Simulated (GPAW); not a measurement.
# AlH3 (R-3c): G0W0 with GPAW, start to end, part 2 of 2

Wanted: ground state, empty states, screening and self-energy for AlH3 (R-3c).

GPAW 26.7.0; LDA and many-body steps on it, plane waves. Known limits of the many-body steps: not at the basis limit.

So far. Step 3 (Bands along the symmetry lines): The gap is 1.943 eV, −0.013 eV from the run before at this level. Step 4 (Empty states on the mesh, 4×4×4 mesh, 90 bands): On this mesh the gap is 1.959 eV.

## Step 5: Screening and self-energy, 4×4×4 mesh, 80 bands, screening to 65 eV

G0W0 replaces the xc potential by the self-energy, built once from these orbitals. Only a window of levels is corrected, while the sums run over the empty bands that the input names.

This step: G0W0 on LDA, plane waves, PAW.

Contents of run.py:

```python
import json
import numpy as np
from gpaw.mpi import world
from gpaw.response.g0w0 import G0W0

gw = G0W0('full.gpw',
    filename='gw',
    kpts=[0, 4],
    bands=(4, 8),
    ecut=65,
    nbands=80,
    integrate_gamma='WS',
    ppa=True)
gw.calculate()
res = {mode: {k: v for k, v in r.items() if k != 'sigma_eskwn'}
       for mode, r in gw.all_results.items()}

if world.rank == 0:
    with open('result.json', 'w') as f:
        json.dump(res, f, default=lambda x: x.tolist())
```

The run is started by

```
> mpirun -n 4 gpaw python run.py
```

Numbers of over 12 decimals in the logs are rounded to 6 here.

Log:

```text
Using integrator: PointIntegrator
FrequencyGridDescriptor(from 0.000+0.000j to 0.000+27.211j eV, 2 points)
Nonperiodic BCs:  [False False False]
Using integrator: PointIntegrator
FrequencyGridDescriptor(from 0.000+0.000j to 0.000+27.211j eV, 2 points)
Nonperiodic BCs:  [False False False]
  ___  _ _ _
 |   || | | |
 | | || | | |
 |__ ||_____|
 |___|

BZ k-points: Symmetries present (total): 6

  [... matrices ...]
64 k-points: 4 x 4 x 4 Monkhorst-Pack grid + [1/8,1/8,1/8]
14 k-points in the irreducible part of the Brillouin zone
       k-points in crystal coordinates                weights
   0:     0.00000000    0.00000000    0.00000000          1/64
   1:     0.25000000    0.00000000   -0.25000000          6/64
   2:     0.25000000    0.00000000    0.00000000          6/64
   3:     0.25000000    0.25000000   -0.25000000          6/64
   4:     0.25000000    0.25000000    0.00000000          6/64
   5:     0.25000000    0.25000000    0.25000000          2/64
   6:     0.50000000    0.00000000    0.00000000          3/64
   7:     0.50000000    0.00000000    0.25000000          6/64
   8:     0.50000000    0.25000000   -0.25000000          6/64
   9:     0.50000000    0.25000000    0.00000000          6/64
          ...
  13:     0.50000000    0.50000000    0.50000000          1/64

Distributing spins, k-points and bands (1 x 2 x 4) over 4 processes
Number of blocks: 1

Quasi particle states:
k-points (IBZ indices): [0, 4]
Band range: (4, 8)
  [... matrices ...]
Computational parameters:
Plane wave cut-off: 65 eV
Number of bands: 80
Coulomb cutoff: None
Broadening: 0.1 eV

fxc modes: GW
Kernel: RPA
Using Godby-Needs plasmon-pole approximation:
  Fitting energy: i*E0, E0 = 1.000 Hartree
Summing all q:

Calculating screened Coulomb potential
No Coulomb truncation
FrequencyGridDescriptor(from 0.000+0.000j to 0.000+27.211j eV, 2 points)
Removing empty qpoint cache files...

Calculating chi0 body with:
    Ground state adapter containing:
    Number of spins: 1
    Number of kpoints: 64
    Number of irreducible kpoints: 14
    Number of completely occupied states: 6
    Number of partially occupied states: 6
    Occupied states memory: 1.802032 M / cpu

    Linear response parametrization:
    q_c: [0.0, 0.0, 0.0]
    Number of frequency points: 2
    Planewave cutoff: 65.0
    Number of bands: 80
    Number of planewaves: 71
    Broadening (eta): 1e-06
    comm.size: 4
    kncomm.size: 4
    blockcomm.size: 1

    Memory estimate of potentially large arrays:
        chi0_wGG: 0.153839 M / cpu
Integrating chi0 body.

Symmetries of q_c:
    Direct symmetries (Uq -> q): 6
    Indirect symmetries (TUq -> q): 0
In total 6 allowed symmetries.

  [... matrices ...]
14 groups of equivalent kpoints. 78.125% reduction.

Integral kind: response function
Integrating chi0 head and wings.

Symmetries of q_c:
    Direct symmetries (Uq -> q): 6
    Indirect symmetries (TUq -> q): 0
In total 6 allowed symmetries.

  [... matrices ...]
14 groups of equivalent kpoints. 78.125% reduction.

Integral kind: response function wings

Calculating chi0 body with:
    Ground state adapter containing:
    Number of spins: 1
    Number of kpoints: 64
    Number of irreducible kpoints: 14
    Number of completely occupied states: 6
    Number of partially occupied states: 6
    Occupied states memory: 1.802032 M / cpu

[... the further q-points ...]

Results:
f:      Occupation numbers
eps:     KS-eigenvalues [eV]
vxc:     KS vxc [eV]
exx:     Exact exchange [eV]
sigma:   Self-energies [eV]
dsigma:  Self-energy derivatives
Z:       Renormalization factors
qp:      QP-energies [eV]

k-point 0 (0): (0.000, 0.000, 0.000)                GW
band       f     eps     vxc     exx   sigma  dsigma       Z      qp
                                                                   GW
   4   1.000   0.511 -11.891 -15.286   2.169  -0.266   0.790  -0.458
   5   1.000   0.511 -11.891 -15.286   2.169  -0.266   0.790  -0.458
   6   0.000   2.518 -12.899  -8.374  -3.115  -0.236   0.809   3.659
   7   0.000   6.178  -8.528  -3.651  -3.879  -0.220   0.820   6.995

k-point 1 (4): (0.250, 0.250, 0.000)                GW
band       f     eps     vxc     exx   sigma  dsigma       Z      qp
                                                                   GW
   4   1.000  -1.386 -11.657 -15.511   2.539  -0.288   0.777  -2.408
   5   1.000   0.559 -11.704 -14.965   2.076  -0.264   0.791  -0.378
   6   0.000   4.706 -12.820  -8.074  -3.383  -0.246   0.802   5.801
   7   0.000   6.043  -8.873  -4.155  -3.751  -0.224   0.817   6.833
```

Run time: 43 s. Hardware: 4 MPI ranks of Arm Neoverse V2, shared host; peak memory 1 GiB.

Numbers from this step:

| Quantity | Value |
| --- | --- |
| G0W0 gap on the points computed | 4.037 eV |
| least direct G0W0 gap on the computed points | 4.117 eV |
| Z at the valence top | 0.7912 |
| Z at the conduction bottom | 0.8088 |
| starting gap on the mesh | 1.959 eV |
| k of the valence top | 0.25, 0.25, 0 |
| k of the conduction bottom | 0, 0, 0 |

The gap on the mesh goes from 1.96 eV to 4.04 eV, a correction of +2.08 eV.

Limits: finite bands, cutoff and mesh. v1 is the top filled band, c1 the lowest empty one. The levels before and after the correction (eV, zero at the valence-band top of each column):

```
           conduction bottom  valence top
Kohn-Sham               1.96         0.00
     G0W0               4.04         0.00
```

```
                      level  energy (eV)
Kohn-Sham           Γ v2-v1       -0.049
Kohn-Sham              Γ c1        1.959
Kohn-Sham              Γ c2        5.618
Kohn-Sham  (0.25 0.25 0) v2       -1.946
Kohn-Sham  (0.25 0.25 0) v1        0.000
Kohn-Sham  (0.25 0.25 0) c1        4.147
Kohn-Sham  (0.25 0.25 0) c2        5.484
     G0W0           Γ v2-v1       -0.080
     G0W0              Γ c1        4.037
     G0W0              Γ c2        7.374
     G0W0  (0.25 0.25 0) v2       -2.030
     G0W0  (0.25 0.25 0) v1        0.000
     G0W0  (0.25 0.25 0) c1        6.179
     G0W0  (0.25 0.25 0) c2        7.211
```

## Step 6: Where the time went

Times are wall times on 4 MPI ranks of Arm Neoverse V2, shared host, good to a factor of about two.

```
                          step   time  share  memory (GiB)
                  ground state  8.4 s   10 %          0.71
bands along the symmetry lines  8.6 s   10 %          0.76
      empty states on the mesh   26 s   30 %           0.8
     screening and self-energy   43 s   50 %           1.0
```

## Step 7: What came out

```json
{"LDA gap": "1.94 eV, indirect", "G0W0 gap on the mesh": "4.04 eV", "GW settings": "4×4×4 mesh, 80 bands, screening to 65 eV, Godby-Needs plasmon pole", "known limits": "not at the basis limit"}
```

**Reading.** G0W0 moves the gap on the mesh from 1.96 eV to 4.04 eV (+2.08 eV), with Z of 0.79 and 0.81 at the edges. Only 2 of the mesh's irreducible points were corrected, so a valley elsewhere could overtake. The dearest step here is «screening and self-energy». Bands and cutoff are finite, so the gap is not at the basis limit. The miss can reach some tenths of an eV and take either sign; the mesh is an error of its own. These stock PAW sets were not made for GW. In the G0W0 run levels were corrected at 2 k points alone, so a gap called «on the mesh» is the least over those, and an edge elsewhere would be missed.

[Paths, hosts, dates, memory and timing lines, banners, echoed tables and standing remarks are left out of the program output.]

[Logs are printed without paths, hosts, clocks, repeated set-up lines and the standing remarks that a program may print on its own settings, such as how far it seeks lower states.]

[Runs of the session that timed out or met a known fault of the program may be left out.]

[Hosts, paths, dates, database ids (printed as entryN), source tags and the programs' standing remarks are cut or masked in the printed files.]
